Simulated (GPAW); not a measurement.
# How GaN absorbs and reflects light, part 2 of 2

Aim: the dielectric function of GaN, and the optical constants that follow from it. The cell comes from an older database entry, whose edges can differ from later determinations, mostly by under a per cent.

GPAW 26.7.0; DFT, LDA, plane-wave PAW (GPAW data sets), scalar-relativistic, RPA, optical limit.

So far. Step 2 (Ground state): There is a gap, 1.97 eV on this mesh (points off the mesh can give less), so no carriers' term is needed.

The database entry behind the starting cell differs from later determinations by our own check (about 0.3 % short, ideal inner coordinate), so it need not match the best structure at ambient conditions.

## 4. Dielectric function, RPA

Local fields let the induced charge screen the field inside the cell, which as a rule lowers ε, most along directions where the density is uneven.

This step: DFT, LDA, plane-wave PAW (GPAW data sets), scalar-relativistic, RPA, optical limit (GPAW 26.7.0).

File df.py:

```python
from gpaw.response.df import DielectricFunction

df = DielectricFunction('full.gpw', frequencies={'type': 'nonlinear', 'domega0': 0.03, 'omega2': 8},
                        ecut=50,
                        eta=0.15,
                        nbands=32,
                        txt='df.txt')
for direction in ['x', 'z']:
    df.get_dielectric_function(xc='RPA', direction=direction, filename=f'df_{direction}.csv')
```

The run is started by

```sh
> OMP_NUM_THREADS=1 python df.py
```

Numbers of over 12 decimals in the logs are rounded to 6 here.

The log of the run:

```text
Using integrator: PointIntegrator
NonLinearFrequencyDescriptor(from 0.000 to 46.548 eV, 456 points)
Nonperiodic BCs:  [False False False]
Using integrator: PointIntegrator
NonLinearFrequencyDescriptor(from 0.000 to 46.548 eV, 456 points)
Nonperiodic BCs:  [False False False]

Calculating chi0 body with:
    Ground state adapter containing:
    Number of spins: 1
    Number of kpoints: 864
    Number of irreducible kpoints: 100
    Number of completely occupied states: 8
    Number of partially occupied states: 8

    Linear response parametrization:
    q_c: [0.0, 0.0, 0.0]
    Number of frequency points: 456
    Planewave cutoff: 50.0
    Number of bands: 32
    Number of planewaves: 35
    Broadening (eta): 0.15

Integrating chi0 body.

Symmetries of q_c:
    Direct symmetries (Uq -> q): 6
    Indirect symmetries (TUq -> q): 6
In total 12 allowed symmetries.

100 groups of equivalent kpoints. 88.425926% reduction.

Integral kind: spectral function

Calculating chi0 optical extensions with:
    Ground state adapter containing:
    Number of spins: 1
    Number of kpoints: 864
    Number of irreducible kpoints: 100
    Number of completely occupied states: 8
    Number of partially occupied states: 8

    Linear response parametrization:
    Number of frequency points: 456
    Planewave cutoff: 50.0
    Number of bands: 32
    Number of planewaves: 35
    Broadening (eta): 0.15
Integrating chi0 head and wings.

Symmetries of q_c:
    Direct symmetries (Uq -> q): 6
    Indirect symmetries (TUq -> q): 6
In total 12 allowed symmetries.

100 groups of equivalent kpoints. 88.425926% reduction.

Integral kind: spectral function wings
```

Wall time 6.4 s (1 thread of Arm Neoverse V2, shared host); peak memory 0.22 GiB.

Numbers from this step:

| Quantity | Value |
| --- | --- |
| electronic dielectric constant ε∞, mean over x, y and z (by symmetry where fewer were run) | 5.756 |
| main peak of Im epsilon, first axis | 6.308 eV |

The Im ε has structure finer than the step of the table below, so its rows give means over 0.5 eV, whole bins alone (the curve runs from 0 to 19.9 eV). Peaks (eV: height): E ∥ x 6.28: 8.03, 11.63: 5.29; E ∥ z 2.66: 2.35, 5.82: 10.7, 6.49: 9.06, 7.50: 9.15, 10.81: 6.49.

Values under the direct gap are tails of Lorentzian lines. Table of Im ε by photon energy; means over each step:

```
photon energy (eV)   E ∥ x   E ∥ z
               0.5  0.0254  0.0266
               1.0  0.0616  0.0640
               1.5   0.170   0.166
               2.0   0.620   0.673
               2.5    1.05    1.35
               3.0    1.46    1.12
               3.5    1.60    1.82
               4.0    2.00    2.22
               4.5    2.02    2.10
               5.0    3.41    3.42
               5.5    5.09    5.07
               6.0    6.53    8.32
               6.5    7.20    8.07
               7.0    6.65    6.56
               7.5    6.59    7.86
               8.0    6.49    4.98
               8.5    5.71    4.20
               9.0    5.04    3.87
               9.5    4.40    3.93
              10.0    4.00    3.71
              10.5    3.87    4.23
              11.0    4.39    6.07
              11.5    5.19    6.32
              12.0    4.66    5.16
              12.5    3.88    3.43
              13.0    3.05    2.41
              13.5    2.22    2.05
              14.0    2.27    1.82
              14.5    1.85    1.89
              15.0    1.43    1.60
              15.5    1.35    1.53
              16.0    1.03    1.17
              16.5   0.965   0.882
              17.0   0.911   0.750
              17.5   0.687   0.613
              18.0   0.579   0.567
              18.5   0.500   0.511
              19.0   0.490   0.458
              19.5   0.488   0.494
```

Re ε against photon energy:

```
photon energy (eV)   E ∥ x   E ∥ z
                 0    5.71    5.84
                 1    5.89    6.02
                 2    6.23    6.59
                 3    6.77    6.36
                 4    6.70    6.80
                 5    7.42    7.50
                 6    6.15    3.60
                 7    3.80    3.02
                 8    1.32   0.432
                 9  -0.124    1.09
                10   0.254    1.08
                11   0.916   0.962
                12   -1.27   -2.39
                13   -2.11   -1.94
                14   -1.24   -1.23
                15   -1.14   -1.10
                16   -1.02   -1.12
                17  -0.718  -0.778
                18  -0.507  -0.451
                19  -0.217  -0.174
```

Table of refractive index n and extinction k by photon energy:

```
photon energy (eV)  n, E ∥ x  k, E ∥ x  n, E ∥ z  k, E ∥ z
                 0      2.39         0      2.42         0
                 1      2.43    0.0123      2.45    0.0127
                 2      2.50     0.165      2.57     0.178
                 3      2.61     0.218      2.53     0.167
                 4      2.62     0.424      2.65     0.458
                 5      2.80     0.652      2.82     0.655
                 6      2.71      1.08      2.47      1.58
                 7      2.39      1.39      2.24      1.42
                 8      2.02      1.66      1.58      1.43
                 9      1.59      1.62      1.58      1.18
                10      1.46      1.37      1.57      1.17
                11      1.62      1.30      1.85      1.57
                12      1.34      1.75      1.27      2.00
                13     0.883      1.70     0.730      1.57
                14     0.838      1.39     0.680      1.30
                15     0.587      1.22     0.641      1.23
                16     0.458      1.11     0.510      1.18
                17     0.475     0.972     0.385     0.963
                18     0.361     0.798     0.379     0.771
                19     0.394     0.610     0.393     0.573
```

The reflectivity at normal incidence has structure finer than the step of the table below, so its rows give means over 0.5 eV, whole bins alone (the curve runs from 0 to 19.9 eV). Peaks (eV: height): E ∥ x 6.33: 32.1, 8.09: 32.2, 8.77: 32.1, 13.08: 45.2, 14.68: 45.5, 16.03: 45.7, 17.39: 44.4; E ∥ z 2.59: 22.1, 5.87: 37.5, 6.49: 35.1, 7.61: 40.5, 8.27: 30.4, 12.50: 49.1, 16.23: 48.6.

The reflectivity at normal incidence by photon energy; means over each step:

```
photon energy (eV)  E ∥ x (%)  E ∥ z (%)
               0.5       17.0       17.3
               1.0       17.4       17.7
               1.5       18.3       18.7
               2.0       18.8       19.5
               2.5       20.1       20.8
               3.0       20.1       19.2
               3.5       19.3       20.9
               4.0       20.9       21.5
               4.5       21.8       22.2
               5.0       24.8       24.8
               5.5       28.0       30.1
               6.0       29.0       32.7
               6.5       30.2       32.9
               7.0       28.9       29.0
               7.5       29.4       36.3
               8.0       31.4       30.0
               8.5       29.2       26.0
               9.0       30.8       22.2
               9.5       26.2       21.7
              10.0       25.8       21.1
              10.5       22.8       20.8
              11.0       24.9       30.5
              11.5       30.9       35.9
              12.0       36.6       44.0
              12.5       38.2       47.6
              13.0       43.7       45.9
              13.5       40.2       41.5
              14.0       37.6       38.8
              14.5       43.2       35.7
              15.0       42.2       38.9
              15.5       40.5       39.1
              16.0       44.2       45.1
              16.5       38.2       45.4
              17.0       39.6       45.4
              17.5       43.2       44.0
              18.0       41.5       39.6
              18.5       37.4       36.7
              19.0       31.7       31.5
              19.5       28.7       26.0
```

The Im ε, E ∥ x has structure finer than the step of the table below, so its rows give means over 1 eV, whole bins alone (the curve runs from 0 to 19.9 eV). Peaks (eV: height): without local fields 6.3: 8.20, 7.8: 7.75, 8.6: 7.21, 11.3: 6.52; with local fields 6.3: 8.03, 11.6: 5.29.

Values under the direct gap are tails of Lorentzian lines. Im ε, E ∥ x against photon energy; means over each step:

```
photon energy (eV)  without local fields  with local fields
                 1                0.0669             0.0677
                 2                 0.515              0.529
                 3                  1.48               1.54
                 4                  1.75               1.83
                 5                  3.17               3.28
                 6                  6.70               6.70
                 7                  7.01               6.59
                 8                  7.13               6.29
                 9                  6.09               5.09
                10                  5.26               4.08
                11                  5.96               4.46
                12                  4.56               4.65
                13                  2.49               3.02
                14                  1.86               2.18
                15                  1.23               1.48
                16                 0.914               1.08
                17                 0.752              0.882
                18                 0.496              0.577
                19                 0.440              0.494
```

Optical constants at common wavelengths, from n + ik = √ε:

```
wavelength (nm)   n x    k x  R (%) x   1/α x   n z    k z  R (%) z   1/α z
           1550  2.41  0.009     17.1   14 µm  2.44  0.009     17.5   13 µm
            800  2.50  0.034     18.3  1.9 µm  2.53  0.033     18.7  1.9 µm
            633  2.53  0.167     18.9  302 nm  2.60  0.162     19.9  311 nm
            532  2.58  0.103     19.5  410 nm  2.62  0.119     20.1  356 nm
            450  2.51  0.293     19.1  122 nm  2.44  0.390     18.5   92 nm
            308  2.61  0.428     21.0   57 nm  2.63  0.462     21.5   53 nm
            193  2.54  1.505     31.3   10 nm  2.71  1.637     34.1  9.4 nm
```

Below the direct gap, k and the depth come from the tails of the Lorentzian lines, not from transitions.

Rows near the edge hang on the gap, which this functional as a rule makes too small, and phonon-assisted absorption is left out.

At 1064 nm the birefringence n(z) − n(x) is +0.028: the crystal is uniaxial positive at this level.

## 5. Results

```yaml
electronic_dielectric_constant_eps_infinity_mean_over_x_y_and_z_by_symmetry_where_fewer_were_run_rpa: 5.76
main_peak_of_im_epsilon_first_axis: 6.31 eV
```

At this level (LDA, RPA) GaN has a mean ε∞ = 5.76 and n = 2.41 at 1550 nm (E ∥ x), and Im ε peaks at 6.3 eV (E ∥ x). On the mesh the gap is 1.97 eV and the least direct gap 1.97 eV. Local fields change the static value along x from 5.92 to 5.71 (-3 %). Distinct maxima of Im ε, read by a parabola through the highest points, lie at 5.80 eV (6.8), 6.31 eV (8.1), 7.12 eV (7.0) and 7.78 eV (6.9) for E ∥ x. The static values by axis are 5.71 (x), 5.84 (z). At 1064 nm the birefringence n(z) − n(x) is +0.028: the crystal is uniaxial positive at this level. Excitons and phonon-assisted transitions are missing; LDA gaps are as a rule too small, which pulls the onset down and ε∞ up. The sum runs over mesh points, so small or evenly spaced maxima can still be ripples of the mesh.

[Machine, clock and banner lines and Python warnings are left out of the logs.]

[Logs are printed without paths, hosts, clocks, repeated set-up lines and the standing remarks that a program may print on its own settings, such as how far it seeks lower states.]

[Hosts, paths, dates, database ids (printed as entryN), source tags and the programs' standing remarks are cut or masked in the printed files.]
